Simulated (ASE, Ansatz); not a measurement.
# Convergence of a linear-scaling basis for ZnSe(100) slab, H on both faces, stepped (140 atoms), part 2 of 2

Aim: test how closely localised support functions follow the reference on ZnSe(100) slab, H on both faces, stepped (140 atoms), and at what cost. A setting counts as converged where the r.m.s. difference of forces stays under 1 % of the r.m.s. force.

Ansatz 0.2.0; Kohn-Sham DFT, PBE, PAW (set soft_2, large core), plane waves.

The cell: 36 Zn, 40 Se and 64 H. Caps of real hydrogen don't mimic the fractional bonds of a polar compound. Beside vacuum, support functions can miss their usual error bounds without a warning. The Brillouin zone is sampled at Γ only, in a cell whose shortest periodic width is 16 Å.

So far: Set-up; Plane-wave single point.

## (3) Structure statistics

Bonds and neighbours are counted at the geometry of the runs.

Normalised to the volume that the atoms fill. g(r), total and by pair (bins of 0.2 Å):

| r (Å) | total | H-H | H-Se | H-Zn | Se-Se | Se-Zn | Zn-Zn |
| --- | --- | --- | --- | --- | --- | --- | --- |
| 1.40 | 2.12 | 2.06 | 6.50 | 0.00 | 0.00 | 0.00 | 0.00 |
| 1.60 | 2.41 | 4.23 | 1.50 | 4.83 | 0.00 | 0.00 | 0.00 |
| 1.80 | 0.00 | 0.00 | 0.00 | 0.00 | 0.00 | 0.00 | 0.00 |
| 2.00 | 0.00 | 0.00 | 0.00 | 0.00 | 0.00 | 0.00 | 0.00 |
| 2.20 | 0.00 | 0.00 | 0.00 | 0.00 | 0.00 | 0.00 | 0.00 |
| 2.40 | 2.58 | 1.88 | 0.00 | 0.00 | 0.00 | 14.82 | 0.00 |
| 2.60 | 0.23 | 0.66 | 0.00 | 0.00 | 0.00 | 0.60 | 0.00 |
| 2.80 | 0.22 | 0.00 | 0.16 | 0.77 | 0.00 | 0.00 | 0.00 |
| 3.00 | 0.53 | 0.00 | 1.86 | 0.17 | 0.00 | 0.00 | 0.00 |
| 3.20 | 1.09 | 0.43 | 0.61 | 3.57 | 0.00 | 0.00 | 0.00 |
| 3.40 | 0.44 | 0.00 | 1.61 | 0.09 | 0.00 | 0.00 | 0.00 |
| 3.60 | 0.01 | 0.04 | 0.00 | 0.00 | 0.00 | 0.00 | 0.00 |
| 3.80 | 0.06 | 0.27 | 0.00 | 0.00 | 0.00 | 0.00 | 0.00 |
| 4.00 | 3.27 | 3.79 | 0.42 | 0.44 | 14.95 | 0.00 | 15.85 |
| 4.20 | 2.06 | 0.83 | 3.90 | 3.68 | 0.00 | 0.00 | 0.00 |
| 4.40 | 0.52 | 0.80 | 0.35 | 1.11 | 0.00 | 0.00 | 0.00 |
| 4.60 | 0.92 | 0.89 | 0.00 | 0.00 | 0.00 | 5.00 | 0.00 |
| 4.80 | 0.94 | 0.62 | 0.19 | 0.04 | 0.00 | 5.10 | 0.00 |
| 5.00 | 0.51 | 0.22 | 1.23 | 0.59 | 0.00 | 0.00 | 0.00 |
| 5.20 | 0.76 | 0.02 | 2.09 | 0.89 | 0.00 | 0.00 | 0.00 |
| 5.40 | 0.40 | 0.05 | 0.43 | 1.16 | 0.00 | 0.00 | 0.00 |
| 5.60 | 0.85 | 1.86 | 0.00 | 0.03 | 3.00 | 0.00 | 3.21 |
| 5.80 | 0.15 | 0.40 | 0.00 | 0.00 | 0.47 | 0.00 | 0.42 |
| 6.00 | 0.53 | 0.24 | 0.40 | 1.58 | 0.00 | 0.02 | 0.00 |
| 6.20 | 0.89 | 0.19 | 0.53 | 0.11 | 0.00 | 4.69 | 0.00 |
| 6.40 | 0.54 | 0.73 | 0.87 | 0.69 | 0.00 | 0.00 | 0.00 |
| 6.60 | 0.96 | 0.00 | 1.89 | 1.99 | 0.00 | 0.00 | 0.00 |
| 6.80 | 0.30 | 0.37 | 0.34 | 0.31 | 0.53 | 0.00 | 0.29 |

Bonds by pair of elements; cutoffs follow the first minimum of g(r), held within bounds set by covalent radii, and pairs that aren't listed don't count as bonded:

| pair A-B | cutoff (Å) | bonds | mean length (Å) | spread (Å) | shortest (Å) | B about A | A about B |
| --- | --- | --- | --- | --- | --- | --- | --- |
| H-Se | 1.89 | 40 | 1.48 | 0.027 | 1.43 | 0.625 | 1 |
| H-Zn | 1.98 | 24 | 1.55 | 0.028 | 1.50 | 0.375 | 0.667 |
| Se-Zn | 2.88 | 120 | 2.45 | 0.027 | 2.39 | 3 | 3.33 |

How many atoms have how many bonded neighbours:

| element | mean | 1 | 4 |
| --- | --- | --- | --- |
| H | 1 | 64 | 0 |
| Se | 4 | 0 | 40 |
| Zn | 4 | 0 | 36 |

Bond angles, per cent of each kind in bins of 5°:

| angle (°) | Se-Zn-Se | Zn-Se-Zn | H-Se-Zn | H-Zn-Se | H-Se-H |
| --- | --- | --- | --- | --- | --- |
| 105–110 | 72.4 | 64.3 | 68.8 | 75.0 | 70.0 |
| 110–115 | 27.6 | 35.7 | 31.2 | 25.0 | 30.0 |

Bond angles (no mean is given where the spread exceeds 20°):

| angle | count | mean (°) | spread (°) |
| --- | --- | --- | --- |
| Se-Zn-Se | 152 | 109 | 1 |
| Zn-Se-Zn | 140 | 110 | 1.1 |
| H-Se-Zn | 80 | 110 | 1.2 |
| H-Zn-Se | 56 | 109 | 1.3 |
| H-Se-H | 20 | 109 | 1.6 |

Counting bonds as in the table, all H atoms have 1, all Se atoms have 4 and all Zn atoms have 4 bonded neighbours. The Se-Zn-Se angle averages 109° with a spread of 1.0°.

The surroundings of H101, which bears the longest force, nearest first, numbered as they follow in the input and with coordinates relative to it.

| atom | x | y | z | distance (Å) | bonds | Löwdin charge (e) | Fx | Fy | Fz (eV/Å) |
| --- | --- | --- | --- | --- | --- | --- | --- | --- | --- |
| H101 | 0.00 | 0.00 | 0.00 | 0.00 | 1 | 0.06 | 2.77 | -0.05 | -1.47 |
| Se31 | -1.19 | 0.03 | 0.80 | 1.44 | 4 | -0.26 | -0.54 | -0.12 | 1.65 |
| H116 | 1.59 | -0.02 | -0.06 | 1.59 | 1 | 0.03 | -1.70 | -0.01 | -0.70 |
| H102 | -2.41 | -0.01 | -0.02 | 2.41 | 1 | 0.05 | -2.26 | 0.00 | -1.11 |
| Se50 | 2.83 | 0.00 | 0.81 | 2.95 | 4 | -0.26 | -0.76 | 0.08 | 1.10 |
| Zn30 | -1.23 | 2.00 | 2.23 | 3.24 | 4 | 1.22 | -0.09 | 0.08 | 0.89 |
| Zn25 | -1.24 | -1.99 | 2.24 | 3.24 | 4 | 1.21 | 0.01 | -0.05 | 0.72 |
| H98 | -0.01 | -3.99 | -0.03 | 3.99 | 1 | 0.06 | 2.17 | 0.05 | -1.20 |
| H117 | 4.00 | -0.01 | -0.04 | 4.00 | 1 | 0.06 | 2.27 | 0.00 | -1.30 |
| H105 | 0.01 | 4.03 | -0.02 | 4.03 | 1 | 0.02 | 2.16 | -0.02 | -0.96 |

The column of bonds counts only the pairs H-Se within 1.89 Å, H-Zn within 1.98 Å, Se-Zn within 2.88 Å; other neighbours, such as metal atoms beside each other in a compound, aren't counted, and periodic images can show an atom twice.

## (4) Support functions medium

The cell is solved in localised support functions.

This step: Kohn-Sham DFT, PBE, PAW (set soft_2, large core), localised support functions (medium) (Ansatz 0.2.0).

File input.yaml:

```yaml
crystal:
  lattice:
    - [16.03152, 0.0, 0.0]
    - [0.0, 16.03152, 0.0]
    - [0.0, 0.0, 20.8286]
  atoms:
    [... the 140 atom lines of step 2 ...]
kpoints:
  mp_grid: { grid: [1, 1, 1] }
hamiltonian:
  xc: pbe
  pseudopotentials: { kind: paw, core: large }
scf:
  occupations: { method: fermi_dirac, width: 0.05 }
  eigensolver: { kind: { support_functions: { accuracy: medium } } }
  mixing: { beta: 0.4 }
  max_iter: 150
output:
  forces: true
```

Launch:

```sh
$ ansatz run input.yaml --threads 8 --pin off --max-ram 15872MiB --backend cpu --events-out ev --progress --plain --runs-dir out
```

Numbers of over 12 decimals in the logs are rounded to 6 here.

Output:

```text
Warning: scf.eigensolver.kind.support_functions: disabling space-group detection — the functions' gradient is summed over unrotated k-points, so no spatial operation reduces the k-mesh or symmetrises the density; time reversal is kept, so that k and −k are solved as one point where they differ and the mesh holds both, and exact exchange and, on two spinor components, a DFT+U term hold to it where the run has them: [...]
settings of this run that can trade accuracy for cost: scf.eigensolver.kind.support_functions [...]
[...]
Crystal: 140 atoms, lattice volume = 5353.151 Å³
Basis set: ecut = 420 eV, 104525 PW (Γ), exchange–correlation on 216×216×288 points (8 copies of the dense FFT grid, shifted against one another)
Bands: 442, of which v1, the nominal top of the filled ones, is band 368 counted from 1 (367 counted from 0)
Symmetry: 1 space group operations
k-points: 1
[...]
SCF iter   1: F=—  HF=-223521.017009 eV  |F-HF|=—  |Δ(HF+E_count)|=         —  Δρ=3.95e-2  dr2=1.98e2  ethr=1.00e-1
[...]
SCF iter  17: F=—  HF=-223603.502994 eV  |F-HF|=—  |Δ(HF+E_count)|=   2.27e-3  Δρ=5.34e-6  dr2=3.98e-6  ethr=1.98e-9  κ⁻¹=1.3e-5(r=7)
SCF iter  18: F=-223603.503168 eV  HF=-223603.503070 eV  |F-HF|=9.73e-5  |Δ(HF+E_count)|=   7.63e-5  Δρ=2.81e-6  dr2=1.24e-6  ethr=5.41e-10
SCF 1 converged in 18 iterations: F = -223603.534229 eV  dr2 = 1.24e-6
[...]
SCF converged after 18 iterations
Stability not checked: this state was not tested for a lower state beside it, because the mixer in use, unlike msr1, does not test its closes by its own steps (another_mixer; see scf.mixing.algorithm and scf.lower_state_search)
Free energy (F): -223603.534229 eV
[...]
Internal energy: -223603.201765 eV  (E = F + TS)
E sigma→0 (E₀):  -223603.367997 eV
Entropy (-TS):   -0.332464 eV (-2.375 meV/atom)
Fermi energy:    0.158208 eV
[...]
Σ components = -223603.534229   (vs F -223603.534229, Δ=0.00e0)
--- Forces (eV/Å), atoms counted from 1 ---
  atom   1  Zn    -0.49063251    -0.08917385     0.94615908
  atom   2  Se    -0.70735601     0.02977159     1.38499250
  atom   3  Zn     1.08242702     0.03173592     0.17015658
  atom   4  Se     0.23263936    -0.09252860    -0.95025312
[...]
atom 140  H      0.68592512     0.02249061     0.14915517
  max |Σ_I F_I| component: 7.23e-3 eV/Å
--- Band table (eV) ---
[...]
guard bands above this table: 59 of the run's 442 bands (output.publish_guard_bands: true publishes all)
[...]
```

Wall time 2 min (8 threads of Arm Neoverse V1, shared host); peak memory 5.8 GiB; 15 min of CPU time.

The program notes that the band table was not solved further than the SCF left it and it switched symmetry off. Further notices: vacuum switching off with vacuum.

Keys that differ from the reference: support_functions.accuracy = "medium", scf.max_iter = 150 and scf.mixing.beta = 0.4.

Forces differ from the reference by 1.7 meV/Å r.m.s., 0.20 % of their size, well within a tolerance of 1 %; the energy by -2.1 meV/atom.

## (5) All settings compared

Each row is set against the plane-wave reference (Kohn-Sham DFT, PBE, PAW (set soft_2, large core), plane waves; r.m.s. force component 0.823 eV/Å). Energies are set beside the reference only for runs with its functional, potentials and electron count. Times are for 8 threads of Arm Neoverse V1, shared host. The reference's time includes the DOS and grids, which some other runs skip.

| run | Δ force, r.m.s. (meV/Å) | share of r.m.s. force (%) | Δ energy (meV/atom) | cycles | time | host memory (GiB) |
| --- | --- | --- | --- | --- | --- | --- |
| reference | - | - | - | 26 | 2.2 min | 6.8 |
| support functions medium | 1.66 | 0.201 | -2.12 | 18 | 2 min | 5.8 |

## (6) Results

| Property | Result |
| --- | --- |
| free energy per atom | -1597.1660 eV/atom |
| r.m.s. force component | 0.8234 eV/Å |
| wall time of the 2 DFT runs | 4.2 min |

**Reading.** Against plane waves at 420 eV, the forces differ by 1.7 meV/Å (0.20 %) with support functions medium. Differences between support functions and plane waves include what basis error the plane-wave run still has.

7 levels are partly filled, by over 2 % (at Γ alone): at this level the cell shows no clear gap. The electron count left by the hydrogen caps can be the cause. Levels of broken or missing bonds inside a gap of the host would look the same. Counting bonds as in the table, all H atoms have 1, all Se atoms have 4 and all Zn atoms have 4 bonded neighbours.

What to keep in mind: The geometry was built by rule, was displaced at random and isn't relaxed at this level: its force components are 0.82 eV/Å r.m.s. The slab bears a dipole and has periodic images along its normal, so a spurious field crosses the vacuum.

[Logs are printed without paths, hosts, clocks, repeated set-up lines and the standing remarks that a program may print on its own settings, such as how far it seeks lower states.]

[Hosts, paths, dates, database ids (printed as entryN), source tags and the programs' standing remarks are cut or masked in the printed files.]
